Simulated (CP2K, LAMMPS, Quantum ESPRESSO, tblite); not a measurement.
## Glassy 57SiO2-43MgO (mol %) (59 atoms) in other programs, against a plane-wave reference

Aim: run glassy 57SiO2-43MgO (mol %) (59 atoms) in several programs and set results and cost side by side. A plane-wave run serves as the reference.

Method: Kohn-Sham DFT, PBE, SSSP efficiency 1.3.0 pseudopotentials, plane waves, in Quantum ESPRESSO 7.5.

## Step 1: The structure

The cell holds 59 atoms: 13 Si, 10 Mg and 36 O. Its edges and angles: a = 9.221 Å, b = 9.221 Å, c = 9.221 Å, α = 90.0°, β = 90.0°, γ = 90.0°. 59 atoms (13 Si, 10 Mg, 36 O) placed at random at 2.46 g/cm³, melted at 4000 K for 10 ps at fixed volume with the Morse and Coulomb pair potential with partial charges (Pedone, Malavasi, Menziani, Cormack and Segre, J. Phys. Chem. B 110, 11780 (2006)). Quenched from 4000 K to 300 K at 5 K/ps and fixed volume, held 10 ps at zero pressure.

## Step 2: The reference run

The input, pw.in:

```
&control
  calculation = 'scf'
  pseudo_dir = './pseudo'
  outdir = './tmp'
  disk_io = 'none'
  tprnfor = .true.
  tstress = .true.
/
&system
  ibrav = 0
  nat = 59
  ntyp = 3
  ecutwfc = 60
  ecutrho = 480
  nosym = .true.
  occupations = 'smearing'
  smearing = 'fd'
  degauss = 0.003675
/
&electrons
  conv_thr = 2.9e-07
  electron_maxstep = 100
  mixing_beta = 0.4
  mixing_mode = 'plain'
  diagonalization = 'david'
/
ATOMIC_SPECIES
Si 28.085 Si.upf
Mg 24.305 Mg.upf
O 15.999 O.upf
CELL_PARAMETERS angstrom
9.22139 0.00000 0.00000
0.00000 9.22139 0.00000
0.00000 0.00000 9.22139
ATOMIC_POSITIONS crystal
Si 0.42092 0.64752 0.62863
Si 0.24031 0.21030 0.10721
Si 0.11102 0.91650 0.98475
Si 0.32714 0.67463 0.08509
Si 0.74538 0.67707 0.50120
Si 0.79364 0.26971 0.79852
Si 0.17120 0.65223 0.38572
Si 0.90490 0.57475 0.91615
Si 0.96905 0.91914 0.45430
Si 0.80055 0.16866 0.27812
Si 0.99202 0.43466 0.21466
Si 0.50370 0.29792 0.28494
[... 43 atom lines left out ...]
O 0.22108 0.79190 0.02397
O 0.87339 0.32404 0.28064
O 0.31092 0.53008 0.98839
O 0.13013 0.33873 0.65636
K_POINTS gamma
```

Launch:

```console
OMP_NUM_THREADS=1 mpirun -np 4 pw.x -in pw.in > output.txt
```

The log of the run:

```text
Program PWSCF
     gamma-point specific algorithms are used
     one sub-group per band group will be used
     scalapack distributed-memory algorithm (size of sub-group:  2*  2 procs)
     Parallelization info
     sticks:   dense  smooth     PW     G-vecs:    dense   smooth      PW
     Min        2895    1445    363               234992    83101   10437
     Max        2898    1448    366               234998    83106   10440
     Sum       11585    5785   1457               939977   332413   41755
     bravais-lattice index     =            0
     lattice parameter (alat)  =      17.4259  a.u.
     unit-cell volume          =    5291.5849 (a.u.)^3
     number of atoms/cell      =           59
     number of atomic types    =            3
     number of electrons       =       288.00
[... lines left out ...]
     scf convergence threshold =      2.9E-07
[... lines left out ...]
     number of k points=     1  Fermi-Dirac smearing, width (Ry)=  0.0037
[... lines left out ...]
     total energy              =   -1986.84043833 Ry
[... lines left out ...]
     total energy              =   -1990.58760049 Ry
[... lines left out ...]
     total energy              =   -1990.61712043 Ry
[... lines left out ...]
     total energy              =   -1990.64902492 Ry
[... lines left out ...]
     total energy              =   -1990.64902544 Ry
[... lines left out ...]
   -15.0814 -15.0502 -14.8425 -14.7206 -14.6399 -14.5741 -14.5469 -14.5230
[...]
9.6016   9.8264   9.9620  10.1566  10.3189  10.3514  10.3849  10.5365
    10.6487  10.6725  10.7499  10.9162  11.0669  11.1355  11.1524  11.2677
    11.2949  11.3496  11.4754  11.5241  11.5838
     the Fermi energy is     5.2365 ev
!    total energy              =   -1990.64902547 Ry
     estimated scf accuracy    <       0.00000005 Ry
     smearing contrib. (-TS)   =      -0.00000000 Ry
     internal energy E=F+TS    =   -1990.64902547 Ry
     The total energy is F=E-TS. E is the sum of the following terms:
     one-electron contribution =    -793.23256536 Ry
     hartree contribution      =     555.70693295 Ry
     xc contribution           =    -372.00519767 Ry
     ewald contribution        =    -726.29629049 Ry
     one-center paw contrib.   =    -654.82190490 Ry
     convergence has been achieved in  12 iterations
     negative rho (up, down):  1.027E-06 0.000E+00
     Forces acting on atoms (cartesian axes, Ry/au):
     atom    1 type  1   force =     0.07254954    0.00924886   -0.00338985
     atom    2 type  1   force =     0.00119308   -0.00563531   -0.01545809
     atom    3 type  1   force =     0.04385777    0.07116209    0.05432395
[...]
atom   58 type  3   force =     0.00719940   -0.04324739   -0.03644699
     atom   59 type  3   force =     0.01537994   -0.02461207    0.00804620
     Total force =     0.660122     Total SCF correction =     0.000446
     Computing stress (Cartesian axis) and pressure
     negative rho (up, down):  1.027E-06 0.000E+00
          total   stress  (Ry/bohr**3)                   (kbar)     P=       45.56
   0.00023574   0.00000415  -0.00009567           34.68        0.61      -14.07
   0.00000415   0.00030650  -0.00008371            0.61       45.09      -12.31
  -0.00009567  -0.00008371   0.00038692          -14.07      -12.31       56.92
     Message from routine punch:
     Nothing written, as per user request (disk_io='none')
```

Elapsed: 62 s, on 4 MPI ranks of Arm Neoverse V2, shared host; peak memory 2.2 GiB.

Banners, paths, timers and routine set-up lines are dropped from the logs unmarked, and long logs keep their key lines alone; longer cuts are marked.

Numbers from this run:

* r.m.s. force component: 1.276 eV/Å
* longest force: 4.587 eV/Å
* pressure: 4.556 GPa
* gap (highest filled to lowest empty level): 2.318 eV

## Step 3: Structure statistics

Density 2.51 g/cm³, 13.29 Å³ an atom.

g(r), total and by pair (bins of 0.2 Å):

```csv
r (Å),total,O-O,O-Si,O-Mg,Si-Si,Si-Mg,Mg-Mg
1.50,1.61,0.00,6.00,0.00,0.00,0.00,0.00
1.70,1.97,0.00,7.29,0.00,0.00,0.00,0.00
1.90,0.70,0.00,0.00,3.38,0.00,0.00,0.00
2.10,0.84,0.00,0.00,4.07,0.00,0.00,0.00
2.30,0.20,0.00,0.00,0.99,0.00,0.00,0.00
2.50,0.88,2.37,0.00,0.00,0.00,0.00,0.00
2.70,1.34,3.14,0.00,0.47,0.00,0.31,1.68
2.90,0.68,0.96,0.00,0.20,1.30,1.41,3.70
3.10,1.06,1.05,0.49,0.45,3.83,2.72,1.92
3.30,0.94,0.80,0.68,0.63,1.76,2.38,2.25
3.50,0.91,0.91,0.83,0.99,0.00,1.39,1.50
3.70,0.92,0.72,1.16,1.15,0.27,0.52,1.88
3.90,1.17,0.72,2.01,1.32,0.23,0.79,0.80
4.10,0.91,0.55,1.67,0.84,0.66,0.56,0.39
4.30,1.11,0.60,1.80,1.46,1.19,0.64,0.00
4.50,1.17,1.11,0.95,1.62,1.43,0.71,1.24
```

Bonds by pair of elements; cutoffs follow the first minimum of g(r), held within bounds set by covalent radii, and pairs that aren't listed don't count as bonded (cutoffs were set anew for this text, so counts can differ from the run's own analysis):

```csv
pair A-B,cutoff (Å),bonds,mean length (Å),spread (Å),shortest (Å),B about A,A about B
O-Si,2.08,52,1.62,0.052,1.52,1.44,4
O-Mg,2.52,41,2.06,0.117,1.90,1.14,4.1
```

How many atoms have how many bonded neighbours:

```csv
element,mean,2,3,4,5
Mg,4.1,0,0,9,1
O,2.58,18,15,3,0
Si,4,0,0,13,0
```

Oxygen atoms by the number of network formers (Si, P, Ge, B, Al, As, Ga) bound to them:

```csv
network formers bound to O,O atoms,per cent
0,2,5.6
1,16,44.4
2,18,50
```

Network units: each former by its oxygen neighbours and how many of them bridge to another former:

```csv
former,O neighbours,bridging O,atoms
Si,4,2,6
Si,4,3,4
Si,4,4,3
```

Rings of the network by King's shortest-path rule, up to 12 atoms, one path for each pair of neighbours; H, halogens, alkali and alkaline-earth atoms are left out, and the last column divides by all other atoms, bonded or not:

```csv
ring size (atoms),rings,per network atom
10,2,0.041
12,2,0.041
```

## Step 4: The ladder

The programs:
- CP2K 2026.2: Gaussian basis with GTH pseudopotentials and a plane-wave density; labels give functional, basis (MOLOPT sets; SR short-range, UZH the newer set with its own potentials), grid cutoff/relative cutoff and solver (OT: orbital transformation; TRS4, TC2, SIGN: linear-scaling purification with its sparsity filter), or its built-in tight binding.
- tblite 0.8.0: extended tight binding, driven from Python.

All use the same cell and atoms; the electronic-structure runs use the same k-mesh, and an electronic temperature of 580 K (0.05 eV) where levels are smeared.

Differences are against the plane-wave reference, forces as r.m.s. over components; share is that over the reference's r.m.s. force, slope the least-squares factor from reference forces to these. Total energies of different programs have different zeros and aren't compared.

```csv
run,"Δ force, r.m.s. (meV/Å)",share (%),slope,Δ pressure (GPa),Δ gap (eV),cores,CPU time,memory (GiB)
reference,-,-,-,-,-,4,4.2 min,2.2
"CP2K GFN1-xTB, OT DIIS",576,45.1,0.944,-5.49,-,1,3 s,0.33
"CP2K LDA, DZVP-MOLOPT-SR, 1200/60 Ry, OT DIIS",276,21.6,0.861,-6.18,-0.404,4,5.7 min,4.0
"CP2K PBE, DZVP-MOLOPT-SR, 1200/60 Ry, OT DIIS",204,16.0,0.955,0.784,-0.259,4,7.9 min,4.3
"CP2K PBE, DZVP-MOLOPT-SR, 1200/60 Ry, SIGN filter 1e-04, SCF 1e-05 (coarse)",223,17.5,0.949,1.01,-,4,2.7 min,4.3
"CP2K PBE, DZVP-MOLOPT-SR, 1200/60 Ry, SIGN filter 1e-05, SCF 1e-06",207,16.2,0.954,0.849,-,4,3.2 min,4.2
"CP2K PBE, DZVP-UZH, 1200/60 Ry, diagonalisation",195,15.3,0.956,1.10,-0.251,4,4.6 min,7.8
"CP2K PBE, DZVP-UZH, 420/60 Ry, OT DIIS (coarse)",600,47.0,0.954,1.38,-0.274,4,6.4 min,1.6
"CP2K PBE, SZV-MOLOPT-SR, 1200/60 Ry, OT DIIS (coarse)",1123,88.1,1.592,18.7,-1.70,2,6.9 min,2.9
tblite GFN1-xTB,582,45.6,0.692,3.55,-,1,2.5 s,0.1
```

Rows marked coarse were listed beforehand as settings not expected to be converged; some can still land near the reference.

CPU time is summed over cores on a shared host, where runs went side by side, so it is rough. Symmetry, cutoffs, thresholds, outputs and thread counts weren't matched or tuned between programs; memory under MPI is the largest rank's times the ranks.

Runs without a result: CP2K HSE06 with ADMM, PBE0 potentials, DZVP-UZH, 1200/60 Ry, OT DIIS (cut off at its time limit of 71 min).

Mean charges by element (e), by run and scheme:

```csv
run,scheme,Si,Mg,O
"CP2K GFN1-xTB, OT DIIS",Mulliken,+0.91,+0.91,-0.58
"CP2K LDA, DZVP-MOLOPT-SR, 1200/60 Ry, OT DIIS",Mulliken,+0.63,+1.23,-0.57
"CP2K LDA, DZVP-MOLOPT-SR, 1200/60 Ry, OT DIIS",Hirshfeld,+0.46,+0.51,-0.31
"CP2K PBE, DZVP-MOLOPT-SR, 1200/60 Ry, OT DIIS",Mulliken,+0.82,+1.33,-0.66
"CP2K PBE, DZVP-MOLOPT-SR, 1200/60 Ry, OT DIIS",Hirshfeld,+0.49,+0.55,-0.33
"CP2K PBE, DZVP-MOLOPT-SR, 1200/60 Ry, SIGN filter 1e-05, SCF 1e-06",Mulliken,+0.82,+1.33,-0.66
"CP2K PBE, DZVP-UZH, 1200/60 Ry, diagonalisation",Mulliken,+1.11,+1.43,-0.80
"CP2K PBE, DZVP-UZH, 1200/60 Ry, diagonalisation",Hirshfeld,+0.49,+0.53,-0.32
tblite GFN1-xTB,Mulliken,+0.45,+0.77,-0.38
```

Within one program, basis, potentials and functional, energies share a zero. Each run against its twin at the usual cutoff or grid and solver:

```csv
run,twin,Δ energy (meV/atom),"Δ force, r.m.s. (meV/Å)",CPU time over the twin's
"CP2K PBE, DZVP-MOLOPT-SR, 1200/60 Ry, SIGN filter 1e-04, SCF 1e-05","DZVP-MOLOPT-SR, 1200/60 Ry, OT DIIS",-0.0299,43.6,0.34
"CP2K PBE, DZVP-MOLOPT-SR, 1200/60 Ry, SIGN filter 1e-05, SCF 1e-06","DZVP-MOLOPT-SR, 1200/60 Ry, OT DIIS",-0.223,9.81,0.41
"CP2K PBE, DZVP-UZH, 420/60 Ry, OT DIIS","DZVP-UZH, 1200/60 Ry, diagonalisation",-24.8,601,1.4
```

## Step 5: Results

```yaml
reference_r_m_s_force_component: 1.28 eV/Å
nearest_in_forces: CP2K PBE, DZVP-UZH, 1200/60 Ry, diagonalisation, 15 %
farthest_in_forces: CP2K PBE, SZV-MOLOPT-SR, 1200/60 Ry, OT DIIS (coarse), 88 %
cheapest_electronic_structure_run_beside_the_reference: tblite GFN1-xTB, 2.5 s of CPU time
```

**Reading.** The PBE runs in local orbitals, coarse settings apart, differ by 15 % (CP2K PBE, DZVP-UZH, 1200/60 Ry, diagonalisation) to 16 % (CP2K PBE, DZVP-MOLOPT-SR, 1200/60 Ry, SIGN filter 1e-05, SCF 1e-06); basis, grid and potentials can all enter. Tight binding differs by 45 % (CP2K GFN1-xTB, OT DIIS) to 46 % (tblite GFN1-xTB); it is another model, with fitted parameters of its own, and the xTB methods hold dispersion. Rows with another functional or a dispersion term differ by 22 % (CP2K LDA, DZVP-MOLOPT-SR, 1200/60 Ry, OT DIIS), which mixes the change of model with differences of basis and potentials. Runs with settings chosen to be coarse differ by 17 % (CP2K PBE, DZVP-MOLOPT-SR, 1200/60 Ry, SIGN filter 1e-04, SCF 1e-05) to 88 % (CP2K PBE, SZV-MOLOPT-SR, 1200/60 Ry, OT DIIS), their programs' other errors included. Of the electronic-structure runs that take under half the reference's CPU time, CP2K GFN1-xTB, OT DIIS is among the nearest, at 45 % in 3 s against 4.2 min; its pressure misses by -5.5 GPa. At the same functional, gaps differ from the reference's 2.32 eV by between -1.70 and -0.25 eV. In pressure, CP2K PBE, SZV-MOLOPT-SR, 1200/60 Ry, OT DIIS misses by +18.7 GPa, at the same functional. Charges hang on model, scheme and program or settings: among these rows the mean for Mg runs from +0.51 to +1.43 e. With SIGN, tightening the sparsity filter from 1e-04 to 1e-05, and the SCF threshold with it, takes the force difference from the cubic solver from 44 to 9.8 meV/Å, and the CPU time from 0.34 to 0.41 times the cubic solver's. In the reference: filled and empty levels are parted by 2.32 eV (on the run's k-points); a semilocal functional tends to put such gaps too low. In a disordered cell it changes from sample to sample, and tail or defect levels can set it. In the reference: for some of the pairs, g(r) has its first main peak near 2.6 Å (O-O), 1.6 Å (O-Si), 2.0 Å (O-Mg), 3.1 Å (Si-Si), 3.1 Å (Si-Mg) and 2.9 Å (Mg-Mg). Periodic xTB results under one method name differ between programs and library versions. The potentials hold different valence shells: 288 electrons in the reference, 368 in CP2K with DZVP-MOLOPT-SR; this bears on time and differences. The reference's pressure holds the uncorrected Pulay stress of its 60 Ry basis, so small pressure differences, and their order, may be the reference's own error. The quench rate of 5 K/ps is many orders above laboratory rates, so the cell is likely richer in defects and strain than a real sample. The network of bonds at the start is that of the classical potential that made the cell, and needn't be the one that DFT or experiment would give. The electronic-structure runs sample only Γ, in a cell whose shortest periodic width is 9 Å.

[Also dropped from logs without a mark: logging warnings of Python, and SIESTA's first energy breakdown and zero terms.]

[Logs are printed without paths, hosts, clocks, repeated set-up lines and the standing remarks that a program may print on its own settings, such as how far it seeks lower states.]

[Hosts, paths, dates, database ids (printed as entryN), source tags and the programs' standing remarks are cut or masked in the printed files.]
